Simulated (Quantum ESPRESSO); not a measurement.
# CsNiCl3: parallel and opposed starts

Does CsNiCl3 prefer parallel or opposed moments?

Program: Quantum ESPRESSO 7.5. Level of theory: PBEsol; plane waves with GBRV 1.5 PBEsol potentials, no spin-orbit coupling. Results are calculated unless marked as measured.

**1. Starting point**

Symmetry: P6_3/mmc, No. 194, hexagonal system. Conventional cell: a = 7.118 Å, b = 7.118 Å, c = 5.909 Å, α = 90.00°, β = 90.00°, γ = 120.00°. Nearest to Cs lie 12 Cl at 3.56 to 3.69 Å. Nearest to Ni lie 6 Cl at 2.41 Å. Nearest to Cl lie 2 Ni at 2.41 Å and 4 Cs at 3.56 to 3.69 Å. Farther neighbours and most contacts between anions are not listed.

The cell comes from the Crystallography Open Database.

**2. Run 1 (ferro ++)**

The signs are those of the starting moments on the seeded atoms, the atoms that are given a moment.

pw.in reads:

```
&CONTROL
  calculation = 'scf'
  prefix = 'pwscf'
  outdir = './tmp'
  pseudo_dir = './pseudo'
  disk_io = 'nowf'
/
&SYSTEM
  ibrav = 0
  celldm(1) = 8
  nat = 10
  ntyp = 3
  ecutwfc = 40
  ecutrho = 280
  nbnd = 64
  occupations = 'smearing'
  smearing = 'fd'
  degauss = 0.00367493
  nspin = 2
  starting_magnetization(1) = 0
  starting_magnetization(2) = 0.1111
  starting_magnetization(3) = 0
/
&ELECTRONS
  conv_thr = 2d-08
  electron_maxstep = 150
  mixing_beta = 0.3
/
ATOMIC_SPECIES
Cs    132.9055 cs_pbesol_v1.uspp.F.UPF
Ni     58.6934 ni_pbesol_v1.4.uspp.F.UPF
Cl     35.4500 cl_pbesol_v1.4.uspp.F.UPF
CELL_PARAMETERS alat
   1.6815019272686    0.0000000000000    0.0000000000000
  -0.8407509636343    1.4562233855177    0.0000000000000
   0.0000000000000    0.0000000000000    1.3956808509189
ATOMIC_POSITIONS crystal
Cs      0.3333333333    0.6666666667    0.7500000000
Cs      0.6666666667    0.3333333333    0.2500000000
Ni      0.0000000000    0.0000000000    0.0000000000
Ni      0.0000000000    0.0000000000    0.5000000000
Cl      0.1543200000    0.3086400000    0.2500000000
Cl      0.8456800000    0.1543200000    0.7500000000
Cl      0.6913600000    0.8456800000    0.2500000000
Cl      0.8456800000    0.6913600000    0.7500000000
Cl      0.1543200000    0.8456800000    0.2500000000
Cl      0.3086400000    0.1543200000    0.7500000000
K_POINTS automatic
4 4 4 0 0 0
```

Started as:

```
$ OMP_NUM_THREADS=1 mpirun -n 4 pw.x -nk 4 -in pw.in > pw.out
```

The log of the run:

```text
Program PWSCF v.7.5 starts

     Message from routine setup:
     using ibrav=0 with symmetry is DISCOURAGED, use correct ibrav instead

     K-points division:     npool     =       4
     Subspace diagonalization in iterative solution of the eigenvalue problem:

     G-vector sticks info
     --------------------
     sticks:   dense  smooth     PW     G-vecs:    dense   smooth      PW
     Sum        3481    1993    559               138383    59757    8909

     Using Slab Decomposition

     bravais-lattice index     =            0
     lattice parameter (alat)  =       8.0000  a.u.
     unit-cell volume          =    1749.7720 (a.u.)^3
     number of atoms/cell      =           10
     number of atomic types    =            3
     number of electrons       =        96.00
     number of Kohn-Sham states=           64
     kinetic-energy cutoff     =      40.0000  Ry
     charge density cutoff     =     280.0000  Ry
     scf convergence threshold =      2.0E-08
     mixing beta               =       0.3000
     number of iterations used =            8  plain     mixing
     Exchange-correlation= SLA  PW   PSX  PSC
                           (   1   4  10   8   0   0   0)

     celldm(1)=   8.000000  celldm(2)=   0.000000  celldm(3)=   0.000000
     celldm(4)=   0.000000  celldm(5)=   0.000000  celldm(6)=   0.000000

     crystal axes: (cart. coord. in units of alat)
               a(1) = (   1.681502   0.000000   0.000000 )
               a(2) = (  -0.840751   1.456223   0.000000 )
               a(3) = (   0.000000   0.000000   1.395681 )

     reciprocal axes: (cart. coord. in units 2 pi/alat)
               b(1) = (  0.594706  0.343354 -0.000000 )
               b(2) = (  0.000000  0.686708  0.000000 )
               b(3) = (  0.000000 -0.000000  0.716496 )

     PseudoPot. # 1 for Cs read from file:
     cs_pbesol_v1.uspp.F.UPF
     Pseudo is Ultrasoft + core correction, Zval =  9.0
     Generated by new atomic code, or converted to UPF format
     Using radial grid of  905 points,  6 beta functions with:
                l(1) =   0
                l(2) =   0
                l(3) =   1
                l(4) =   1
                l(5) =   2
                l(6) =   2
     Q(r) pseudized with  6 coefficients,  rinner =    1.500   1.500   1.500
                                                       1.500   1.500

     PseudoPot. # 2 for Ni read from file:
     ni_pbesol_v1.4.uspp.F.UPF
     Pseudo is Ultrasoft + core correction, Zval = 18.0
     Generated by new atomic code, or converted to UPF format
     Using radial grid of  865 points,  6 beta functions with:
                l(1) =   0
                l(2) =   0
                l(3) =   1
                l(4) =   1
                l(5) =   2
                l(6) =   2
     Q(r) pseudized with 10 coefficients,  rinner =    0.980   0.980   0.980
                                                       0.980   0.980

     PseudoPot. # 3 for Cl read from file:
     cl_pbesol_v1.4.uspp.F.UPF
     Pseudo is Ultrasoft + core correction, Zval =  7.0
     Generated by new atomic code, or converted to UPF format
     Using radial grid of  909 points,  6 beta functions with:
                l(1) =   0
                l(2) =   0
                l(3) =   1
                l(4) =   1
                l(5) =   2
                l(6) =   2
     Q(r) pseudized with  8 coefficients,  rinner =    1.300   1.300   1.300
                                                       1.300   1.300

     atomic species   valence    mass     pseudopotential
     Cs                9.00   132.90550     Cs( 1.00)
     Ni               18.00    58.69340     Ni( 1.00)
     Cl                7.00    35.45000     Cl( 1.00)

     Starting magnetic structure
     atomic species   magnetization
     Cs              0.000
     Ni              0.111
     Cl              0.000

     24 Sym. Ops., with inversion, found (12 have fractional translation)

   Cartesian axes

     site n.     atom                  positions (alat units)
         1        Cs     tau(   1) = (  -0.0000000   0.9708156   1.0467606  )
         2        Cs     tau(   2) = (   0.8407510   0.4854078   0.3489202  )
         3        Ni     tau(   3) = (   0.0000000   0.0000000   0.0000000  )
         4        Ni     tau(   4) = (   0.0000000   0.0000000   0.6978404  )
         5        Cl     tau(   5) = (  -0.0000000   0.4494488   0.3489202  )
         6        Cl     tau(   6) = (   1.2922679   0.2247244   1.0467606  )
         7        Cl     tau(   7) = (   0.4515169   1.2314990   0.3489202  )
         8        Cl     tau(   8) = (   0.8407510   1.0067746   1.0467606  )
         9        Cl     tau(   9) = (  -0.4515169   1.2314990   0.3489202  )
        10        Cl     tau(  10) = (   0.3892341   0.2247244   1.0467606  )

     number of k points=    12  Fermi-Dirac smearing, width (Ry)=  0.0037
                       cart. coord. in units 2pi/alat
        k(    1) = (   0.0000000   0.0000000   0.0000000), wk =   0.0156250
        k(    2) = (   0.0000000   0.0000000   0.1791240), wk =   0.0312500
        k(    3) = (   0.0000000   0.0000000  -0.3582481), wk =   0.0156250
        k(    4) = (   0.0000000   0.1716770   0.0000000), wk =   0.0937500
        k(    5) = (   0.0000000   0.1716770   0.1791240), wk =   0.1875000
        [... 7 further k-points ...]

     Dense  grid:   138383 G-vectors     FFT dimensions: (  72,  72,  60)

     Smooth grid:    59757 G-vectors     FFT dimensions: (  60,  60,  48)

     Check: negative core charge=   -0.000003
     Generating pointlists ...
     new r_m :   0.3471 (alat units)  2.7770 (a.u.) for type    1
     new r_m :   0.2347 (alat units)  1.8777 (a.u.) for type    2
     new r_m :   0.2347 (alat units)  1.8777 (a.u.) for type    3

     Initial potential from superposition of free atoms

     starting charge      91.9245, renormalised to      96.0000

     negative rho (up, down):  4.709E-02 4.709E-02
     Starting wfcs are   76 randomized atomic wfcs

     Self-consistent Calculation

     iteration #  1     ecut=    40.00 Ry     beta= 0.30
     Davidson diagonalization with overlap
     ethr =  1.00E-02,  avg # of iterations =  5.2

     negative rho (up, down):  4.628E-02 4.594E-02

     total energy              =   -1009.47643290 Ry
     estimated scf accuracy    <      10.60833192 Ry

     total magnetization       =     4.12 Bohr mag/cell
     absolute magnetization    =     4.48 Bohr mag/cell

     iteration #  2     ecut=    40.00 Ry     beta= 0.30
     Davidson diagonalization with overlap
     ethr =  1.00E-02,  avg # of iterations =  3.0

     negative rho (up, down):  4.557E-02 4.506E-02

     total energy              =   -1010.80121607 Ry
     estimated scf accuracy    <       9.09015984 Ry

     total magnetization       =     1.79 Bohr mag/cell
     absolute magnetization    =     1.87 Bohr mag/cell

     iteration #  3     ecut=    40.00 Ry     beta= 0.30
     Davidson diagonalization with overlap
     ethr =  9.47E-03,  avg # of iterations =  2.0

     negative rho (up, down):  4.491E-02 4.415E-02

     total energy              =   -1012.01706252 Ry
     estimated scf accuracy    <       0.41605234 Ry

     total magnetization       =     4.00 Bohr mag/cell
     absolute magnetization    =     4.13 Bohr mag/cell

     [... further iterations left out ...]

     iteration # 11     ecut=    40.00 Ry     beta= 0.30
     Davidson diagonalization with overlap
     ethr =  2.82E-09,  avg # of iterations =  2.0

     negative rho (up, down):  4.440E-02 4.273E-02

     total energy              =   -1012.06129002 Ry
     estimated scf accuracy    <       0.00000025 Ry

     total magnetization       =     4.00 Bohr mag/cell
     absolute magnetization    =     4.18 Bohr mag/cell

     iteration # 12     ecut=    40.00 Ry     beta= 0.30
     Davidson diagonalization with overlap
     ethr =  2.63E-10,  avg # of iterations =  3.9

     negative rho (up, down):  4.440E-02 4.273E-02

     total energy              =   -1012.06129335 Ry
     estimated scf accuracy    <       0.00000042 Ry

     total magnetization       =     4.00 Bohr mag/cell
     absolute magnetization    =     4.18 Bohr mag/cell

     iteration # 13     ecut=    40.00 Ry     beta= 0.30
     Davidson diagonalization with overlap
     ethr =  2.63E-10,  avg # of iterations =  2.0

     negative rho (up, down):  4.440E-02 4.272E-02

     total energy              =   -1012.06129496 Ry
     estimated scf accuracy    <       0.00000003 Ry

     total magnetization       =     4.00 Bohr mag/cell
     absolute magnetization    =     4.18 Bohr mag/cell

     iteration # 14     ecut=    40.00 Ry     beta= 0.30
     Davidson diagonalization with overlap
     ethr =  3.28E-11,  avg # of iterations =  3.2

     negative rho (up, down):  4.440E-02 4.272E-02

     Magnetic moment per site  (integrated on atomic sphere of radius R)
     atom   1 (R=0.347)  charge=  7.3982  magn=  0.0057
     atom   2 (R=0.347)  charge=  7.3982  magn=  0.0057
     atom   3 (R=0.235)  charge= 16.2761  magn=  1.4583
     atom   4 (R=0.235)  charge= 16.2761  magn=  1.4583
     atom   5 (R=0.235)  charge=  5.2398  magn=  0.1428
     atom   6 (R=0.235)  charge=  5.2398  magn=  0.1428
     atom   7 (R=0.235)  charge=  5.2398  magn=  0.1428
     atom   8 (R=0.235)  charge=  5.2398  magn=  0.1428
     atom   9 (R=0.235)  charge=  5.2398  magn=  0.1428
     atom  10 (R=0.235)  charge=  5.2398  magn=  0.1428

     End of self-consistent calculation

     [... lines left out ...]
     the Fermi energy is     5.1820 ev

!    total energy              =   -1012.06129648 Ry
     estimated scf accuracy    <          4.3E-10 Ry
     smearing contrib. (-TS)   =      -0.00000593 Ry
     internal energy E=F+TS    =   -1012.06129054 Ry

     The total energy is F=E-TS. E is the sum of the following terms:
     one-electron contribution =    -903.59128448 Ry
     hartree contribution      =     486.03077463 Ry
     xc contribution           =    -186.73369357 Ry
     ewald contribution        =    -407.76708713 Ry

     total magnetization       =     4.00 Bohr mag/cell
     absolute magnetization    =     4.18 Bohr mag/cell

     convergence has been achieved in  14 iterations

=------------------------------------------------------------------------------=
   JOB DONE.
=------------------------------------------------------------------------------=
```

Elapsed: 96 s, on 4 MPI ranks of Arm Neoverse V2, shared host; peak memory 1.2 GiB.

Spin moment in the atom's sphere by atom:

| atom | spin moment in the atom's sphere (μB) |
| --- | --- |
| Cs1 | 0.01 |
| Cs2 | 0.01 |
| Ni3 | 1.46 |
| Ni4 | 1.46 |
| Cl5 | 0.14 |
| Cl6 | 0.14 |
| Cl7 | 0.14 |
| Cl8 | 0.14 |
| Cl9 | 0.14 |
| Cl10 | 0.14 |

This step gave:

```yaml
smearing_term_ts: 8.07e-5 eV
magnetization: 4 μB
absolute_magnetization: 4.183 μB
final_state: ferromagnetic
```

Spin density in the ab plane at fractional z = 0.250, with atoms of Cs and Cl within 0.2 Å of it.

Values in units of 1e-2 e/Å³, 10 rows by 16 columns, each cell a mean:
```
-0.2  2.3  5.6  3.3  0.2  0.1  0.1  0.1  0.1  0.2  0.0  1.6  6.4  3.3  0.0 -0.5
 2.3  6.0  2.1  3.6  2.2  0.7  0.2  0.3  1.1  3.2  2.8  1.4  6.5  2.0  0.0  0.0
 0.7  0.4  2.1  2.5  0.9  0.3  0.2  0.6  1.7  2.7  0.7  0.6  0.7  0.1  0.0  0.3
-0.1  0.1  0.4  0.3  0.2  0.2  0.2  0.3  0.4  0.1 -0.1  0.0  0.0  0.0  0.0  0.0
 0.0  0.1  0.2  0.6  0.8  0.5  0.2  0.1  0.0  0.0  0.0  0.0  0.0  0.0  0.0  0.0
 0.0  0.2  1.7  3.9  2.3  0.5  0.0  0.0  0.0  0.0  0.0  0.0  0.0  0.0  0.0  0.0
 0.0  0.6  1.4  2.5  0.2 -0.1 -0.1  0.0  0.0  0.0  0.1  0.1  0.0  0.0  0.0 -0.1
 2.3  6.7  6.1  3.2  0.4  0.0  0.0  0.0  0.0  0.0  0.0  0.0  0.0  0.0  0.0  0.2
 0.8  1.4  0.9  0.2  0.0  0.0  0.0  0.0  0.0  0.0  0.0  0.0  0.0  0.0  0.0  0.1
-0.6 -0.5  0.0  0.6  0.3  0.0 -0.1  0.0  0.0  0.0 -0.1  0.0  0.5  0.5 -0.1 -0.5
```
Columns run along a (7.1 Å), rows up along b (7.1 Å). Atoms in or near the plane, at fractional coordinates: Cs at (0.67, 0.33), Cl at (0.15, 0.31), Cl at (0.69, 0.85), Cl at (0.15, 0.85).

Valence density in the ab plane at fractional z = 0.250, with atoms of Cs and Cl within 0.2 Å of it. It is the smooth field of the valence electrons, not physical close to the nuclei.

Values in e/Å³, 10 rows by 16 columns, each cell a mean:
```
0.2 0.7 1.2 1.5 1.2 0.4 0.1 0.0 0.1 0.3 0.9 1.3 1.5 0.8 0.3 0.2
0.7 1.5 0.5 1.3 0.9 0.2 0.0 0.1 0.3 1.1 1.3 0.6 1.4 0.6 0.2 0.2
0.8 1.3 1.2 0.6 0.2 0.0 0.0 0.1 0.4 1.0 1.3 1.0 0.4 0.1 0.1 0.2
0.2 0.2 0.1 0.1 0.0 0.0 0.0 0.1 0.1 0.2 0.2 0.1 0.1 0.1 0.1 0.1
0.0 0.0 0.1 0.1 0.1 0.1 0.0 0.0 0.0 0.1 0.1 0.3 0.3 0.2 0.1 0.1
0.1 0.3 0.7 1.1 0.8 0.3 0.1 0.0 0.1 0.5 0.8 0.9 1.0 0.7 0.2 0.1
0.5 1.3 0.8 1.4 1.2 0.3 0.1 0.1 0.6 0.9 0.8 0.7 1.0 0.5 0.1 0.1
0.9 1.6 1.3 1.1 0.4 0.1 0.1 0.2 0.8 1.0 0.8 0.8 0.4 0.1 0.1 0.2
0.4 0.5 0.4 0.2 0.1 0.1 0.1 0.1 0.3 0.4 0.3 0.1 0.1 0.1 0.1 0.2
0.2 0.2 0.2 0.3 0.3 0.2 0.1 0.0 0.0 0.1 0.1 0.2 0.3 0.3 0.2 0.2
```
Columns run along a (7.1 Å), rows up along b (7.1 Å). Atoms in or near the plane, at fractional coordinates: Cs at (0.67, 0.33), Cl at (0.15, 0.31), Cl at (0.69, 0.85), Cl at (0.15, 0.85).

(Continued in part 2 of 2.)

[Logs and program files are shortened in this print: banners, set-up blocks, solver, clock and traceback lines can be left out without a mark of their own.]

[Logs are printed without paths, hosts, clocks, repeated set-up lines and the standing remarks that a program may print on its own settings, such as how far it seeks lower states.]

[Hosts, paths, dates, database ids (printed as entryN), source tags and the programs' standing remarks are cut or masked in the printed files.]

[Where a cell is said to come from a database of computed structures, the database is the Materials Project.]
